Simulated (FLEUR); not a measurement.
# NiAgO2: which magnetic order is lowest, part 2 of 2

Wanted: the moments of NiAgO2 and the energy of each order that was tried.

FLEUR MaX-R8.1; PBEsol with U = 6 eV on Ni d; all-electron FLAPW, Dirac cores, scalar-relativistic bands.

So far. Step 2 (Start 1: ferro ++): After 30 cycles the largest moment stands at 1.43 μB.

### 3. Run 2 (antiferro +-)

Reversing part of the moments tests the sign of the couplings between them.

Input file inp.xml:

```
<?xml version="1.0" encoding="UTF-8" standalone="no"?>
<fleurInput fleurInputVersion="0.39">
   <comment>
      NiAgO2
   </comment>
   <calculationSetup>
      <cutoffs Kmax="4.4" Gmax="13.2" GmaxXC="13.2" numbands="0"/>
      <scfLoop itmax="130" minDistance="0.0001" maxIterBroyd="15" imix="Anderson" alpha="0.05" precondParam="0.0" spinf="2.0" sdNocoIR="T"/>
      <coreElectrons ctail="T" frcor="F" kcrel="0" coretail_lmax="0"/>
      <xcFunctional name="PBEs" relativisticCorrections="F"/>
      <magnetism jspins="2"/>
      <soc l_soc="F" theta="0.0" phi="0.0" spav="F"/>
      <expertModes spex="0" secvar="F"/>
      <geometryOptimization l_f="F" forcealpha="1.0" forcemix="BFGS" epsdisp="0.00001" epsforce="0.00001"/>
      <ldaU l_linMix="F" mixParam="0.05" spinf="1.0"/>
   </calculationSetup>
   <cell>
      <bzIntegration valenceElectrons="94.0" mode="hist" fermiSmearingEnergy="0.00293995">
         <kPointListSelection listName="default-1"/>
         <xi:include xmlns:xi="http://www.w3.org/2001/XInclude" href="kpts.xml"> </xi:include>
      </bzIntegration>
      <xi:include xmlns:xi="http://www.w3.org/2001/XInclude" href="sym.xml"> </xi:include>
      <bulkLattice scale="1.0">
         <bravaisMatrix>
            <row-1>    5.6675966244299536    -0.0000000000377945     0.0000000000000000</row-1>
            <row-2>   -2.8337983121771821     4.9082826551853973     0.0000000000000000</row-2>
            <row-3>    0.0000000000000000     0.0000000000000000    23.2722172196668247</row-3>
         </bravaisMatrix>
      </bulkLattice>
   </cell>
   <atomSpecies>
      <species name="Nickel (Ni2.001" element="Ni" atomicNumber="28">
         <mtSphere radius="2.36" gridPoints="781" logIncrement="0.016"/>
         <atomicCutoffs lmax="8" lnonsphr="6"/>
         <electronConfig flipSpins="F">
            <coreConfig>(1s1/2) (2s1/2) (2p1/2) (2p3/2)</coreConfig>
            <valenceConfig>(3s1/2) (3p1/2) (3p3/2) (4s1/2) (3d3/2) (3d5/2)</valenceConfig>
            <stateOccupation state="(3d3/2)" spinUp="2.0" spinDown="1.2"/>
            <stateOccupation state="(3d5/2)" spinUp="3.0" spinDown="1.8"/>
         </electronConfig>
         <energyParameters s="4" p="4" d="3" f="4"/>
         <ldaU l="2" U="6.0" J="0.0" l_amf="F"/>
         <lo type="SCLO" l="0" n="3" eDeriv="0"/>
         <lo type="SCLO" l="1" n="3" eDeriv="0"/>
      </species>
      <species name="Nickel (Ni-2.001" element="Ni" atomicNumber="28">
         <mtSphere radius="2.36" gridPoints="781" logIncrement="0.016"/>
         <atomicCutoffs lmax="8" lnonsphr="6"/>
         <electronConfig flipSpins="F">
            <coreConfig>(1s1/2) (2s1/2) (2p1/2) (2p3/2)</coreConfig>
            <valenceConfig>(3s1/2) (3p1/2) (3p3/2) (4s1/2) (3d3/2) (3d5/2)</valenceConfig>
            <stateOccupation state="(3d3/2)" spinUp="1.2" spinDown="2.0"/>
            <stateOccupation state="(3d5/2)" spinUp="1.8" spinDown="3.0"/>
         </electronConfig>
         <energyParameters s="4" p="4" d="3" f="4"/>
         <ldaU l="2" U="6.0" J="0.0" l_amf="F"/>
         <lo type="SCLO" l="0" n="3" eDeriv="0"/>
         <lo type="SCLO" l="1" n="3" eDeriv="0"/>
      </species>
      <species name="Silver (Ag)" element="Ag" atomicNumber="47">
         <mtSphere radius="2.48" gridPoints="819" logIncrement="0.016"/>
         <atomicCutoffs lmax="10" lnonsphr="8"/>
         <electronConfig flipSpins="F">
            <coreConfig>(1s1/2) (2s1/2) (2p1/2) (2p3/2) (3s1/2) (3p1/2) (3p3/2) (4s1/2) (3d3/2) (3d5/2)</coreConfig>
            <valenceConfig>(4p1/2) (4p3/2) (5s1/2) (4d3/2) (4d5/2)</valenceConfig>
            <stateOccupation state="(5s1/2)" spinUp="0.500000" spinDown="0.500000"/>
         </electronConfig>
         <energyParameters s="5" p="5" d="4" f="4"/>
         <lo type="SCLO" l="1" n="4" eDeriv="0"/>
      </species>
      <species name="Oxygen (O)" element="O" atomicNumber="8">
         <mtSphere radius="1.33" gridPoints="441" logIncrement="0.024"/>
         <atomicCutoffs lmax="6" lnonsphr="4"/>
         <electronConfig flipSpins="F">
            <coreConfig>(1s1/2)</coreConfig>
            <valenceConfig>(2s1/2) (2p1/2) (2p3/2)</valenceConfig>
            <stateOccupation state="(2p1/2)" spinUp="0.666667" spinDown="0.666667"/>
            <stateOccupation state="(2p3/2)" spinUp="1.333333" spinDown="1.333333"/>
         </electronConfig>
         <energyParameters s="2" p="2" d="3" f="4"/>
      </species>
   </atomSpecies>
   <atomGroups>
      <atomGroup species="Nickel (Ni2.001">
         <relPos label="                   1">.0000000000 .0000000000 1.000/2.000</relPos>
         <force calculate="T" relaxXYZ="TTT"/>
      </atomGroup>
      <atomGroup species="Nickel (Ni-2.001">
         <relPos label="                   2">.0000000000 .0000000000 .0000000000</relPos>
         <force calculate="T" relaxXYZ="TTT"/>
      </atomGroup>
      <atomGroup species="Silver (Ag)">
         <relPos label="                   3">-1.000/3.000 1.000/3.000 -1.000/4.000</relPos>
         <relPos label="                   4">1.000/3.000 -1.000/3.000 1.000/4.000</relPos>
         <force calculate="T" relaxXYZ="TTT"/>
      </atomGroup>
      <atomGroup species="Oxygen (O)">
         <relPos label="                   5">1.000/3.000 -1.000/3.000 .4180620000</relPos>
         <relPos label="                   7">-1.000/3.000 1.000/3.000 -.4180620000</relPos>
         <force calculate="T" relaxXYZ="TTT"/>
      </atomGroup>
      <atomGroup species="Oxygen (O)">
         <relPos label="                   6">-1.000/3.000 1.000/3.000 -.0819380000</relPos>
         <relPos label="                   8">1.000/3.000 -1.000/3.000 .0819380000</relPos>
         <force calculate="T" relaxXYZ="TTT"/>
      </atomGroup>
   </atomGroups>
   <output dos="F" band="F" slice="F">
      <bandDOS minEnergy="-.5*Htr" maxEnergy="0.5*Htr" sigma="0.015" storeEVData="T"/>
      <plotting iplot="0" polar="F">
         <plot TwoD="T" vec1="  1.0  0.0  0.0" vec2="  0.0  1.0  0.0" vec3="  0.0  0.0  1.0" zero="  0.0  0.0  0.0" file="plot"/>
      </plotting>
      <moessbauerParams electricFieldGradient="F" isomerShift="F" coreHyperfine="F" valenceHyperfine="F"/>
   </output>
</fleurInput>
```

Input file crystal.txt:

```
NiAgO2
&input film=F cartesian=F /
2.99916297428  -0.00000000002  0.00000000000
-1.49958148712  2.59735132583  0.00000000000
0.00000000000  0.00000000000  12.31512700000
1.8897261246
1.0 1.0 1.0

8
28 0.00000000000  0.00000000000  0.50000000000 : 2.001
28 0.00000000000  0.00000000000  0.00000000000 : -2.001
47 0.66666666667  0.33333333333  0.75000000000
47 0.33333333333  0.66666666667  0.25000000000
8 0.33333333333  0.66666666667  0.41806200000
8 0.66666666667  0.33333333333  0.91806200000
8 0.66666666667  0.33333333333  0.58193800000
8 0.33333333333  0.66666666667  0.08193800000

&kpt div1=8 div2=8 div3=2 gamma=T /
```

On the command line:

```
$ OMP_NUM_THREADS=1 inpgen -f crystal.txt > inpgen.log  # inp.xml is then edited as shown
$ OMP_NUM_THREADS=1 mpirun -n 4 fleur_MPI > fleur.log
```

Output:

```text
[banner, memory and clock lines left out]
Welcome to FLEUR        (www.flapw.de)
      MaX-Release 8.1          (www.max-centre.eu)

 ========== k-point set info ==========
 Selected k-point list: default-1
 k-point list type: mesh
 8 x 8 x 2
 Number of k points: 20

 ------------Calculation Setup---------------------------
 Number of PE/node        :            4
 Number of OMP-threads    :            1
 k-points in parallel     :            4
 pe's per k-point         :            1
 No of k-point loops      :            5
 Eigenvalue solver        :       lapack
 Number of basis functions:          996
 Approximate size of matrices (H+S) per k-point:         0.015 GB
 no density matrix found ... skipping LDA+U
 Reset of history
 Iteration:     1   Distance:      52.21862697 me/bohr^3
 Iteration:     2   Distance:      25.21203919 me/bohr^3
 Iteration:     3   Distance:      22.43656598 me/bohr^3
 Iteration:     4   Distance:      21.81081289 me/bohr^3
 Iteration:     5   Distance:      14.39699132 me/bohr^3
 Iteration:     6   Distance:      11.48136948 me/bohr^3
 Iteration:     7   Distance:       5.45090381 me/bohr^3
 Iteration:     8   Distance:       4.59088481 me/bohr^3
 Iteration:     9   Distance:       4.57185730 me/bohr^3
 Iteration:    10   Distance:       3.70193059 me/bohr^3
[... 19 iterations left out ...]
 Iteration:    30   Distance:       0.00179410 me/bohr^3
 Iteration:    31   Distance:       0.00122039 me/bohr^3
 Iteration:    32   Distance:       0.00104070 me/bohr^3
 Iteration:    33   Distance:       0.00100939 me/bohr^3
 Iteration:    34   Distance:       0.00053056 me/bohr^3
 Iteration:    35   Distance:       0.00036986 me/bohr^3
 Iteration:    36   Distance:       0.00021322 me/bohr^3
 Iteration:    37   Distance:       0.00021676 me/bohr^3
 Iteration:    38   Distance:       0.00010063 me/bohr^3
 Iteration:    39   Distance:       0.00007283 me/bohr^3

 ********************************************************************
 Run finished successfully
 Stop message:
   all done
 ********************************************************************

--- out.xml (last complete iteration) ---
<iteration numberForCurrentRun="   39" overallNumber="   39">
         [... left out ...]
         <bandgap value="0.0125078294" units="eV"/>
         <sumValenceSingleParticleEnergies value="-58.5301225847" units="Htr"/>
         <FermiEnergy value="0.2268699003" units="Htr"/>
         <valenceDensity>
            <mtCharges spin="1">
               <mtCharge atomType="1" total="9.3210095" s="1.1991257" p="3.2593549" d="4.7855926" f="0.0549724"/>
               <mtCharge atomType="2" total="7.8893173" s="1.1887383" p="3.2472851" d="3.3746911" f="0.0551668"/>
               <mtCharge atomType="3" total="7.8429734" s="0.1854252" p="3.1189759" d="4.5036725" f="0.0245354"/>
               <mtCharge atomType="4" total="2.0180211" s="0.6669300" p="1.3476730" d="0.0029687" f="0.0003816"/>
               <mtCharge atomType="5" total="2.1319692" s="0.6582192" p="1.4709194" d="0.0024666" f="0.0003078"/>
            </mtCharges>
            <mtCharges spin="2">
               <mtCharge atomType="1" total="7.8893161" s="1.1887383" p="3.2472850" d="3.3746900" f="0.0551668"/>
               <mtCharge atomType="2" total="9.3210113" s="1.1991258" p="3.2593551" d="4.7855941" f="0.0549724"/>
               <mtCharge atomType="3" total="7.8429736" s="0.1854252" p="3.1189759" d="4.5036727" f="0.0245354"/>
               <mtCharge atomType="4" total="2.1319697" s="0.6582192" p="1.4709199" d="0.0024666" f="0.0003078"/>
               <mtCharge atomType="5" total="2.0180215" s="0.6669300" p="1.3476734" d="0.0029687" f="0.0003816"/>
            </mtCharges>
            <spinDependentCharge spin="1" total="46.9999982" interstitial="5.8037441" mtSpheres="41.1962541"/>
            <spinDependentCharge spin="2" total="47.0000018" interstitial="5.8037449" mtSpheres="41.1962568"/>
            <totalCharge value="94.0000000000"/>
         </valenceDensity>
         [... left out ...]
         <magneticMomentsInMTSpheres units="muBohr">
            <globalMagMoment atomType="1" vec="0.00000   0.00000   1.43169"/>
            <localMagMoment atomType="1" vec="0.00000   0.00000   1.43169"/>
            <globalMagMoment atomType="2" vec="0.00000   0.00000  -1.43169"/>
            <localMagMoment atomType="2" vec="0.00000   0.00000  -1.43169"/>
            <globalMagMoment atomType="3" vec="0.00000   0.00000   0.00000"/>
            <localMagMoment atomType="3" vec="0.00000   0.00000   0.00000"/>
            <globalMagMoment atomType="4" vec="0.00000   0.00000  -0.11395"/>
            <localMagMoment atomType="4" vec="0.00000   0.00000  -0.11395"/>
            <globalMagMoment atomType="5" vec="0.00000   0.00000   0.11395"/>
            <localMagMoment atomType="5" vec="0.00000   0.00000   0.11395"/>
         </magneticMomentsInMTSpheres>
         [... left out ...]
         <totalEnergy value="   -13968.3762290001" units="Htr">
            <sumOfEigenvalues value="    -8260.5636386385">
               <coreElectrons value="-8202.0335160537"/>
               <valenceElectrons value="-58.5301225847"/>
            </sumOfEigenvalues>
            <densityCoulombPotentialIntegral value="-22174.1395777454"/>
            <densityEffectivePotentialIntegral value="-22766.3961901253"/>
            <chargeDenXCDenIntegral value="-451.3140962185"/>
            <FockExchangeEnergyValence value="0.0000000000"/>
            <FockExchangeEnergyCore value="0.0000000000"/>
         [... left out ...]
            <dftUCorrection value="-1.6578206166"/>
            <tkbTimesEntropy value="0.0039823740"/>
            <freeEnergy value="-13968.3802113741"/>
            <extrapolationTo0K value="-13968.3782201871"/>
         </totalEnergy>
         [... left out ...]
         <ldaUDensityMatrixConvergence>
            <distance spin="1" distance="0.000007"/>
            <distance spin="2" distance="0.000004"/>
         </ldaUDensityMatrixConvergence>
         <densityConvergence units="me/bohr^3">
            <chargeDensity spin="1" distance="0.0000604043"/>
            <chargeDensity spin="2" distance="0.0000361029"/>
            <overallChargeDensity distance="0.0000728269"/>
            <spinDensity distance="0.0000678266"/>
         </densityConvergence>
      </iteration>
```

The job ended after 3.9 min (4 MPI ranks of Arm Neoverse V1, shared host; peak memory 0.55 GiB).

Spin moment in the muffin-tin sphere by atom:

```csv
atom,spin moment in the muffin-tin sphere (μB)
Ni1,1.43
Ni2,-1.43
Ag3,0.00
Ag4,0.00
O5,-0.11
O6,0.11
O7,-0.11
O8,0.11
```

Read from the output:

```yaml
free_energy: -380098.9892 eV
program_s_band_gap_on_this_mesh_in_a_metal_only_a_level_spacing: 0.01251 eV
magnetization: 0 μB
final_state: antiferromagnetic
```

It lies 17.8 meV a seeded atom over the first start, and its largest moment is 1.43 μB against 1.43 μB.

### 4. The states side by side

Free energies are divided by the number of seeded atoms.

Orders:

```csv
start,final state,typed order kept,energy over the lowest (meV a seeded atom),largest sphere moment (μB),net moment (μB a primitive cell),mesh matched,CPU time (s)
ferro ++,"ferromagnetic, with opposed induced moments",yes,0,1.428,2.006,yes,675.1
antiferro +-,antiferromagnetic,yes,17.81,1.432,0,yes,926.8
```

### 5. What came out

| Property | Result |
| --- | --- |
| lowest state found | ferromagnetic (typed ferro ++) |
| largest site spin moment | 1.43 μB |
| next finished state | antiferromagnetic, 17.8 meV a seeded atom higher |

The lowest state found is ferromagnetic, reached from the start ferro ++, with moments up to 1.43 μB. The next finished state costs 18 meV a seeded atom. Only 2 starts were tried; other patterns of signs, canted and longer-period orders were not.

[Logs and program files are shortened in this print: banners, set-up blocks, solver, clock and traceback lines can be left out without a mark of their own.]

[Logs are printed without paths, hosts, clocks, repeated set-up lines and the standing remarks that a program may print on its own settings, such as how far it seeks lower states.]

[Hosts, paths, dates, database ids (printed as entryN), source tags and the programs' standing remarks are cut or masked in the printed files.]

[Where a cell is said to come from a database of computed structures, the database is the Materials Project.]
